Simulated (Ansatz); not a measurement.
## MgO (Fm-3m):Cr_Mg, thermodynamic levels from a 54-atom cell

Aim: at which Fermi levels does Cr_Mg in MgO (Fm-3m) change its charge? The model is a cell of 54 host atoms with 1 Mg taken out and 1 Cr put in.

Main program and level: Ansatz 0.2.0; place-levels on r2SCAN runs: charge-transition levels and formation energies with image-charge correction and potential alignment at the atomic sites; PAW set soft_1.

**Measured values to reproduce.**

“Electronic structure of alkaline earth and post-transition metal oxides” (2009, arxiv:0908.1581) quotes from earlier work for MgO, rocksalt (bulk crystal): band gap (literature experimental gap) 7.83 eV [Literature value based on experiment; other listed experimental values range from 7.7 to …].

In doubt: warnings of the run leave room for a lower electronic state (in some of the runs), so energies may not be the lowest and differences between runs may mislead.

**1. The structure**

The cell holds 54 atoms: 26 Mg, 27 O and 1 Cr. Its edges and angles: a = 8.925 Å, b = 8.925 Å, c = 8.925 Å, α = 60.0°, β = 60.0°, γ = 60.0°. It derives from MgO (space group Fm-3m). Nearest the centre at fractional (0.667, 0.667, 0.333): Cr51 at 0.00 Å, O28 at 2.10 Å, O44 at 2.10 Å, O32 at 2.10 Å, O34 at 2.10 Å, O46 at 2.10 Å, O50 at 2.10 Å, Mg9 at 2.98 Å.

The host's dielectric constants go in as inputs: 3.24 for the electrons alone, 10.37 with the ions, from a response run on this crystal (DFPT, PBEsol) at that run's own cell.

The cell's shortest repeat is 8.9 Å.

**2. What was run first**

A transition level is the Fermi level at which two charge states cost the same, so each charge needs its own total energy, at its own relaxed structure.

Random displacements of about 0.05 Å break the site symmetry at the start, so that the relaxation can reach a distorted minimum if there is one. Forces are taken at one point at (¼, ¼, ¼). The cell holds 1 electron more than the neutral one, with a uniform background that keeps it neutral on the whole. The electron count is odd, so at least one spin is unpaired; this run locks the moment at 1 μB.

The sampling was tested on the host first: at the k-points planned (1x1x1 shifted 0.25 0.25 0.25) its energy lies 0.020 eV an atom from the dense-mesh value, under the bound of 0.02 eV set for this test; that bounds the host's error, not the defect's.

One of the inputs; charge, spin and start change from state to state.

The input, qm1_M1.relax/input.yaml:

```yaml
crystal:
  lattice:
    - [0.0, 6.31124291, 6.31124291]
    - [6.31124291, 0.0, 6.31124291]
    - [6.31124291, 6.31124291, 0.0]
  atoms:
    - { symbol: Mg, position: [0.0, 0.0, 0.0] }
    - { symbol: O, position: [0.16666667, 0.16666667, 0.16666667] }
[... 6 atom lines left out ...]
    - { symbol: Mg, position: [0.0, 0.33333333, 0.33333333] }
[... 3 atom lines left out ...]
    - { symbol: Mg, position: [0.0, 0.66666667, 0.0] }
[... 1 atom line left out ...]
    - { symbol: Mg, position: [0.0, 0.66666667, 0.33333333] }
[... 5 atom lines left out ...]
    - { symbol: Mg, position: [0.33333333, 0.0, 0.33333333] }
[... 6 atom lines left out ...]
    - { symbol: O, position: [0.5, 0.5, 0.5] }
[... 1 atom line left out ...]
    - { symbol: O, position: [0.5, 0.5, 0.83333333] }
[... 1 atom line left out ...]
    - { symbol: O, position: [0.5, 0.83333333, 0.16666667] }
    - { symbol: Mg, position: [0.33333333, 0.66666667, 0.33333333] }
    - { symbol: O, position: [0.5, 0.83333333, 0.5] }
    - { symbol: Mg, position: [0.33333333, 0.66666667, 0.66666667] }
[... 1 atom line left out ...]
    - { symbol: Mg, position: [0.66666667, 0.0, 0.0] }
[... 1 atom line left out ...]
    - { symbol: Mg, position: [0.66666667, 0.0, 0.33333333] }
[... 4 atom lines left out ...]
    - { symbol: O, position: [0.83333333, 0.5, 0.16666667] }
    - { symbol: Mg, position: [0.66666667, 0.33333333, 0.33333333] }
    - { symbol: O, position: [0.83333333, 0.5, 0.5] }
    - { symbol: Mg, position: [0.66666667, 0.33333333, 0.66666667] }
[... 1 atom line left out ...]
    - { symbol: Mg, position: [0.66666667, 0.66666667, 0.0] }
    - { symbol: O, position: [0.83333333, 0.83333333, 0.16666667] }
    - { symbol: Cr, position: [0.66666667, 0.66666667, 0.33333333], spin: 1.0 }
[... 1 atom line left out ...]
    - { symbol: Mg, position: [0.66666667, 0.66666667, 0.66666667] }
    - { symbol: O, position: [0.83333333, 0.83333333, 0.83333333] }
  host:
    repeats: [3, 3, 3]
    atoms:
      - { symbol: Mg, position: [0.0, 0.0, 0.0] }
      - { symbol: O, position: [0.5, 0.5, 0.5] }
total_charge: -1
basis:
  ecutwfc: 500
  xc_grid: 2
hamiltonian:
  xc: r2scan
  pseudopotentials: { kind: paw, azcp: { folder: soft_1 } }
kpoints:
  mp_grid: { grid: [1, 1, 1], shift: [0.25, 0.25, 0.25] }
magnetization:
  spin_polarized: true
  initial_magnetization: 1
  spin_locking: { lock_magnetization: hard }
scf:
  occupations: { method: fixed }
  max_iter: 100
output:
  forces: true
  charged_corrections:
    epsilon: 3.24
    static_epsilon: 10.37
    defect_position: [0.666667, 0.666667, 0.333333]
relax:
  f_tol: 0.02
  max_steps: 80
  random_displacement: { amplitude: 0.05, seed: 2348 }
checkpoint:
  write: "../qm1_M1.relax.run"
  compress: false
  write_wavefunctions: true
  write_every: 100000
```

Run with:

```
$ ansatz run input.yaml --threads 4 --pin off --max-ram 15073MiB --backend cpu --events-out ev --progress --plain --runs-dir out
```

Defect states can disperse in a cell of this size, so the energy is taken again at a 2×2×2 shifted mesh, on the relaxed structure.

The run of this state that the levels use, under r2SCAN:

The input, qm1_M1.point/input.yaml:

```yaml
crystal:
  checkpoint: "../qm1_M1.relax.run"
  host: checkpoint
total_charge: -1
basis:
  ecutwfc: 500
  xc_grid: 2
hamiltonian:
  xc: r2scan
  pseudopotentials: { kind: paw, azcp: { folder: soft_1 } }
kpoints:
  mp_grid: { grid: [2, 2, 2], shift: [0.5, 0.5, 0.5] }
magnetization:
  spin_polarized: true
  initial_magnetization: 1
  spin_locking: { lock_magnetization: hard }
scf:
  occupations: { method: fermi_dirac, width: 0.01 }
  max_iter: 100
output:
  forces: true
  eigenvalues: true
  charged_corrections:
    epsilon: 3.24
    static_epsilon: 10.37
    defect_position: [0.666667, 0.666667, 0.333333]
  eigenstates: { localisation: true }
  populations: true
  efg: {}
  band_densities: [{ bands: [v1, v1] }, { bands: [c1, c1] }]
  write_density: true
  write_potential: true
  volumetric_format: npy
checkpoint:
  read: "../qm1_M1.relax.run"
  write: "../qm1_M1.point.run"
  compress: false
  write_wavefunctions: false
  write_every: 100000
```

Relaxations under r2SCAN at one point at (¼, ¼, ¼); times on 4 threads of Arm Neoverse V1, shared host:

| charge | moment (μB) | occupations | outcome | steps | largest displacement against the far atoms (Å) | time |
| --- | --- | --- | --- | --- | --- | --- |
| −1 | 1 | fixed | converged | 8 | 0.10 | 6.7 min |
| −1 | 5 | fixed | converged | 8 | 0.17 | 4.8 min |
| −1 | 3 | fixed | converged | 12 | 0.16 | 5 min |
| 0 | 0 | fixed | converged | 5 | 0.02 | 1.9 min |
| 0 | 4 | fixed | converged | 8 | 0.15 | 3.7 min |
| 0 | 2 | fixed | converged | 10 | 0.05 | 9.6 min |
| +1 | 1 | fixed | converged | 4 | 0.07 | 7.1 min |
| +1 | 3 | fixed | converged | 6 | 0.07 | 2.8 min |
| +2 | 0 | fixed | not converged | - | - | 92 s |
| +2 | 0 | fermi-dirac | converged | 6 | 0.15 | 5 min |
| +2 | 2 | fixed | converged | 7 | 0.17 | 4.5 min |

Single points under r2SCAN at a 2×2×2 shifted mesh; times on 4 threads of Arm Neoverse V1, shared host:

```csv
charge,moment (μB),occupations,outcome,time
−1,1,fermi-dirac,converged,5.1 min
−1,5,fermi-dirac,converged,3.1 min
−1,3,fermi-dirac,converged,20 min
0,0,fermi-dirac,converged,84 s
0,4,fermi-dirac,converged,2.8 min
0,2,fermi-dirac,converged,5.3 min
+1,1,fermi-dirac,converged,4.7 min
+1,3,fermi-dirac,converged,2.6 min
+2,0,fermi-dirac,converged,98 s
+2,2,fermi-dirac,converged,3.5 min
```

Distances (Å) from Cr51 to the nearest atoms after relaxation with r2SCAN:

| charge | moment (μB) | 1. | 2. | 3. | 4. | 5. | 6. |
| --- | --- | --- | --- | --- | --- | --- | --- |
| −1 | 1 | O 2.20 | O 2.20 | O 2.21 | O 2.21 | O 2.21 | O 2.21 |
| −1 | 5 | O 2.16 | O 2.16 | O 2.27 | O 2.27 | O 2.27 | O 2.27 |
| −1 | 3 | O 2.09 | O 2.09 | O 2.09 | O 2.09 | O 2.27 | O 2.27 |
| 0 | 0 | O 2.12 | O 2.12 | O 2.12 | O 2.12 | O 2.12 | O 2.12 |
| 0 | 4 | O 2.09 | O 2.09 | O 2.09 | O 2.09 | O 2.26 | O 2.26 |
| 0 | 2 | O 2.07 | O 2.07 | O 2.15 | O 2.15 | O 2.15 | O 2.15 |
| +1 | 1 | O 2.03 | O 2.03 | O 2.03 | O 2.03 | O 2.03 | O 2.03 |
| +1 | 3 | O 2.03 | O 2.03 | O 2.03 | O 2.03 | O 2.03 | O 2.03 |
| +2 | 0 | O 1.95 | O 1.96 | O 1.96 | O 1.96 | O 1.96 | O 1.96 |
| +2 | 2 | O 1.93 | O 1.94 | O 1.94 | O 1.94 | O 2.01 | O 2.01 |

**3. place-levels, r2SCAN**

A charged cell interacts with its images and the background, and its potential has another zero than the host's. place-levels removes the first by a point-charge model, screened by the static dielectric constant since the ions have relaxed around the charge, and the second by comparing potentials at atoms far from the defect.

The host is a run of the defect-free crystal in the same cutoffs, grids and k-points, so that basis and sampling errors cancel in part in the differences. The host is run in a cell of 2 atoms on a matching mesh. Its band edges are searched through the zone by a band path, so the gap is smaller than, or equal to, that on the mesh. Chemical potentials are energies per atom of Mg (hcp) and Cr (bcc, antiferromagnetic), run with the same functional and cutoff.

The input, levels.point.yaml:

```yaml
host:
  run: host.point.run
states: [qm1_M1.point.run, qm1_M5.point.run, qm1_M3.point.run, q0.point.run, q0_M4.point.run, q0_M2.point.run, qp1_M1.point.run, qp1_M3.point.run, qp2.point.run, qp2_M2.point.run]
geometry_from:
  qm1_M1.point.run: qm1_M1.relax.run
  qm1_M5.point.run: qm1_M5.relax.run
  qm1_M3.point.run: qm1_M3.relax.run
  q0.point.run: q0.relax.run
  q0_M4.point.run: q0_M4.relax.run
  q0_M2.point.run: q0_M2.relax.run
  qp1_M1.point.run: qp1_M1.relax.run
  qp1_M3.point.run: qp1_M3.relax.run
  qp2.point.run: qp2.relax_smeared.run
  qp2_M2.point.run: qp2_M2.relax.run
chemical_potentials:
  Mg:
    energy: -1926.407918
    dataset: "<sha256 of the dataset>"
  Cr:
    energy: -3382.701291
    dataset: "<sha256 of the dataset>"
epsilon: 3.24
static_epsilon: 10.37
vertical:
  - { from: qm1_M1.point.run, to: qm1_M1.point_neutral.run }
  - { from: qm1_M5.point.run, to: qm1_M5.point_neutral.run }
  - { from: qm1_M3.point.run, to: qm1_M3.point_neutral.run }
  - { from: qp1_M1.point.run, to: qp1_M1.point_neutral.run }
  - { from: qp1_M3.point.run, to: qp1_M3.point_neutral.run }
  - { from: qp2.point.run, to: qp2.point_neutral.run }
  - { from: qp2_M2.point.run, to: qp2_M2.point_neutral.run }
```

Run with:

```
$ ansatz place-levels levels.point.yaml -- --threads 4 --pin off --max-ram 15073MiB
```

Numbers of over 12 decimals in the logs are rounded to 6 here.

The log of the run:

```text
[... repeated set-up lines and file paths are left out, and long positions are rounded to six places ...]
(+2/+1) 0.083 eV above the valence edge, 5.595 eV under the conduction edge
(+1/0) 4.003 eV above the valence edge, 1.675 eV under the conduction edge
(0/-1) 5.678 eV above the valence edge (+5.855 eV without the band-filling correction), 0.000 eV under the conduction edge
formation energy of charge +2: -1.025 eV with the Fermi level at the valence edge
formation energy of charge +1: -0.942 eV with the Fermi level at the valence edge
formation energy of charge 0: +3.060 eV with the Fermi level at the valence edge
formation energy of charge -1: +8.738 eV with the Fermi level at the valence edge
vertical -1 to 0: no energy, since no alignment is typed
  the change from vertical[0].from (qm1_M1.point.run) to vertical[0].to (qm1_M1.point_neutral.run): by its potential at epsilon 3.24 it stands at 0.668 0.666 0.333, with an rms radius of about 1.4 Å (0.8 0.8 0.8 Å across the planes of the cell's vectors); [...]
vertical -1 to 0: no energy, since no alignment is typed
  the change from vertical[1].from (qm1_M5.point.run) to vertical[1].to (qm1_M5.point_neutral.run): by its potential at epsilon 3.24 it stands at 0.666 0.667 0.333, with an rms radius of about 1.9 Å (1.1 1.0 1.2 Å across the planes of the cell's vectors); [...]
vertical -1 to 0: no energy, since no alignment is typed
  the change from vertical[2].from (qm1_M3.point.run) to vertical[2].to (qm1_M3.point_neutral.run): by its potential at epsilon 3.24 it stands at 0.667 0.666 0.334, with an rms radius of about 3.4 Å (2.0 2.0 1.9 Å across the planes of the cell's vectors); [...]
vertical +1 to 0: no energy, since no alignment is typed
[...]
of states[3] (q0.point.run): its alignment with the host at atomic sites is doubtful: the cell is too small to show whether the defect's potential has decayed: take a larger one
  of states[0] (qm1_M1.point.run): its alignment with the host at atomic sites is doubtful: the cell is too small to show whether the defect's potential has decayed: take a larger one; stability_check_not_made
  of states[2] (qm1_M3.point.run): it parts from the run at its places by a charge that spreads by about 2 Å along one vector (1.3 Å or more is wide), by its potential at epsilon 3.24, taken for that of held ions (one typed too small widens it), where the [...]
  of vertical[0].from (qm1_M1.point.run): stability_check_not_made
  of vertical[1].from (qm1_M5.point.run): stability_check_not_made
  vertical[2].from (qm1_M3.point.run): levels filled in part (TS 0.006 eV): its energy is of no whole electron's
  of vertical[2].from (qm1_M3.point.run): its moments are held at its close (magnetization.spin_locking), by a field of 0.444 eV a Bohr magneton, and its energy and levels are of the state that this holds: a run that lets them go can end lower; [...]
  of vertical[3].from (qp1_M1.point.run): stability_check_not_made
  vertical[3].to (qp1_M1.point_neutral.run): levels filled in part (TS 0.024 eV): its energy is of no whole electron's
  of vertical[4].from (qp1_M3.point.run): stability_check_not_made
  vertical[4].to (qp1_M3.point_neutral.run): levels filled in part (TS 0.024 eV): its energy is of no whole electron's
  vertical[5].from (qp2.point.run): levels filled in part (TS 0.024 eV): its energy is of no whole electron's
  of vertical[5].from (qp2.point.run): of the run under geometry_from: earlier_solves_read_negative; of the run under geometry_from: minimisation_begun; [...]
  vertical[5].to (qp2.point_neutral.run): levels filled in part (TS 0.021 eV): its energy is of no whole electron's
  of vertical[6].from (qp2_M2.point.run): stability_check_not_made; [...]
  vertical[6].to (qp2_M2.point_neutral.run): levels filled in part (TS 0.020 eV): its energy is of no whole electron's
```

Run time: 1.2 s. Hardware: 4 threads of Arm Neoverse V1, shared host.

Levels between the charges placed, in eV above the valence top:

```
        gap (eV)  (+2/+1)  (+1/0)  (0/−1)
r2SCAN      5.68     0.08    4.00    5.68
```

Corrections by state:

```csv
charge,moment (μB),image terms and alignment (eV),band filling (eV),ε used,"over the lowest of its charge, as the program ranks them, band filling apart (eV)"
+2,2.0,1.339,-,10.37,0.000
+1,3.0,0.430,-,10.37,0.000
0,4.0,0.000,-,-,0.000
−1,5.0,0.069,-0.177,10.37,0.000
+2,0.0,1.322,-,10.37,1.711
+1,1.0,0.426,-,10.37,1.172
0,2.0,0.000,-,-,0.581
0,0.0,0.000,-,-,2.267
−1,1.0,0.075,-,10.37,0.815
−1,3.0,0.065,-,10.37,1.101
```

The charged structures listed were also run neutral, and place-levels reads from each pair, by the potential or the spins, how wide the charge is by which they differ; that can be the carrier of either run.

```
charge  rms radius (Å)  spread where it is widest against the cell (Å)  wide from (Å)  reading
    +2             1.9                                            1.09           1.26   narrow
    +1             1.5                                            0.84           1.26   narrow
    −1             1.9                                            1.15           1.26   narrow
```

The neutral runs of these pairs need not share the spin of the lowest neutral state, and very wide values only mean spread over the cell.

From the program's caveats on the states, each cut to its opening words:

- charge +2 (2 μB), +2: it parts from the run that its charge is read beside by 2 carriers, of which the mean alone is read, by its potential at epsilon 3.24, taken for that of held [...]
- charge +2 (2 μB), +1 (3 μB), 0 (4 μB), −1 (5 μB), +2, +1 (1 μB), 0 (2 μB), 0, −1 (1 μB), −1 (3 μB): its alignment with the host at atomic sites is doubtful: the cell is too small to show whether the defect's potential has decayed: take a larger one
- charge +2 (2 μB), +1 (3 μB), 0 (4 μB), −1 (5 μB), +1 (1 μB), 0 (2 μB), −1 (1 μB), −1 (3 μB): flagged: stability check not made
- charge −1 (5 μB): a band-filling correction moves a carrier to the host's band edge, which changes its energy by -0.177 eV
- charge −1 (3 μB): it parts from the run at its places by a charge that spreads by about 2 Å along one vector (1.3 Å or more is wide), by its potential at epsilon 3.24, taken for [...]
- charge −1 (3 μB): the host's ions (past the first shell or, of a walk that freed a part, those that it held) aren't shown at rest: they stand up to 0.049 Å off their sites, 0.13 [...]
- charge −1 (3 μB): its moments are held at its close (magnetization.spin_locking), by a field of 0.444 eV a Bohr magneton, and its energy and levels are of the state that this [...]

The host's formation energy from the elements is -2.963 eV per atom; it sets how far the chemical potentials can move.

Limit set by the element alone; other compounds of these elements are not counted. Chemical potentials from the elements' reference states: Mg 0.00 eV, O -5.93 eV, Cr 0.00 eV. Formation energies (Mg-rich), with the Fermi level at the valence top and at the conduction bottom (gap 5.68 eV):

```
charge  at valence top (eV)  at conduction bottom (eV)  correction included (eV)
    +2                -1.02                      10.33                      1.34
    +1                -0.94                       4.74                      0.43
     0                 3.06                       3.06                      0.00
    −1                 8.74                       3.06                     -0.11
```

| Fermi level (eV) | lowest formation energy (eV) |
| --- | --- |
| 0.00 | -1.02 |
| 0.52 | -0.43 |
| 1.03 | 0.09 |
| 1.55 | 0.61 |
| 2.06 | 1.12 |
| 2.58 | 1.64 |
| 3.10 | 2.16 |
| 3.61 | 2.67 |
| 4.13 | 3.06 |
| 4.65 | 3.06 |
| 5.16 | 3.06 |
| 5.68 | 3.06 |

Limit set by the element alone; other compounds of these elements are not counted. Chemical potentials from the elements' reference states: O 0.00 eV, Mg -5.93 eV, Cr 0.00 eV. Formation energy by charge state (O-rich; gap 5.68 eV):

| charge | at valence top (eV) | at conduction bottom (eV) | correction included (eV) |
| --- | --- | --- | --- |
| +2 | -6.95 | 4.41 | 1.34 |
| +1 | -6.87 | -1.19 | 0.43 |
| 0 | -2.86 | -2.86 | 0.00 |
| −1 | 2.81 | -2.86 | -0.11 |

```tsv
Fermi level (eV)	lowest formation energy (eV)
0.00	-6.95
0.52	-6.35
1.03	-5.84
1.55	-5.32
2.06	-4.80
2.58	-4.29
3.10	-3.77
3.61	-3.25
4.13	-2.86
4.65	-2.86
5.16	-2.86
5.68	-2.86
```

**4. Summary of results**

* gap of the host: 5.68 eV (r2SCAN)
* level (plus 2/plus 1): 0.08 eV above the valence top
* level (plus 1/0): 4.00 eV above the valence top
* level (0/minus 1): 5.68 eV above the valence top, at the conduction bottom (5.86 eV above the valence top without the band-filling term)
* lowest of the charges placed, just above the valence top (0.02 eV): +2
* lowest of the charges placed, just below the conduction bottom (0.02 eV): 0
* lowest formation energy at mid-gap of the charges run, Mg-rich: 1.90 eV
* lowest formation energy at mid-gap of the charges run, O-rich: -4.03 eV

What this shows: Of the charges placed (−1, 0, +1 and +2), the lowest changes at 0.08 eV (+2/+1) and 4.00 eV (+1/0) above the valence top, in a gap of 5.68 eV. (+2/+1) lies nearer to a band edge than the share of the finite-size correction in it (0.91 eV), and that correction holds for a localised charge alone. (+2/+1) lies 0.08 eV from a band edge, less than the doubt on such levels. Charges above +2 were not placed, so these runs say nothing of levels that involve them. States placed: +2 at 2 μB and 0 μB; +1 at 3 μB and 1 μB; 0 at 4 μB, 2 μB and 0 μB; −1 at 5 μB, 1 μB and 3 μB. Other spin states or structures, where not listed, weren't placed. The program finds carriers beyond a band edge of the host and adds a band-filling term at charge −1 (-0.18 eV); steps to such a charge show no bound level, and a defect level inside a band would be read the same way. Cr is taken at its element; compounds, which aren't counted here, bound the chemical potentials and would shift these formation energies. The lowest formation energy (O-rich) is negative across the gap, so the defect would form by itself: these chemical potentials lie beyond what competing compounds allow, or the host is unstable against it. The program doubts the alignment of potentials for at least one state, a sign that the cell is small. Limits: the images are only 8.9 Å apart; r2SCAN makes the gap too small and tends to spread out bound carriers; where a gas molecule sets a chemical potential or the host's formation energy, its binding is uncorrected; force components of up to 0.72 eV/Å remain in a run at the final settings.

Computed beside measured:

| quantity | measured | r2SCAN |
| --- | --- | --- |
| band gap (least gap of the host) (eV) | 7.83 | 5.68 (-2.15 eV) |

Measured values from arxiv:0908.1581 (2009).

How well it matches: The band gap is off by -2.15 eV. Local and semilocal functionals usually give gaps below the measured ones. Zero-point and thermal motion shift the measured gap.

[Logs are printed without paths, hosts, clocks, repeated set-up lines and the standing remarks that a program may print on its own settings, such as how far it seeks lower states.]

[Hosts, paths, dates, database ids (printed as entryN), source tags and the programs' standing remarks are cut or masked in the printed files.]

[Where a table of states has a column of steps, it counts the stored structures, which are thinned; the runs took as many ionic steps or more.]

[A defect's name tells the site on which it was built; relaxed atoms can leave that site.]

[For some hosts the program warned that the k-mesh of the response run may be too coarse for force constants and the static dielectric constant; such warnings are not shown here.]
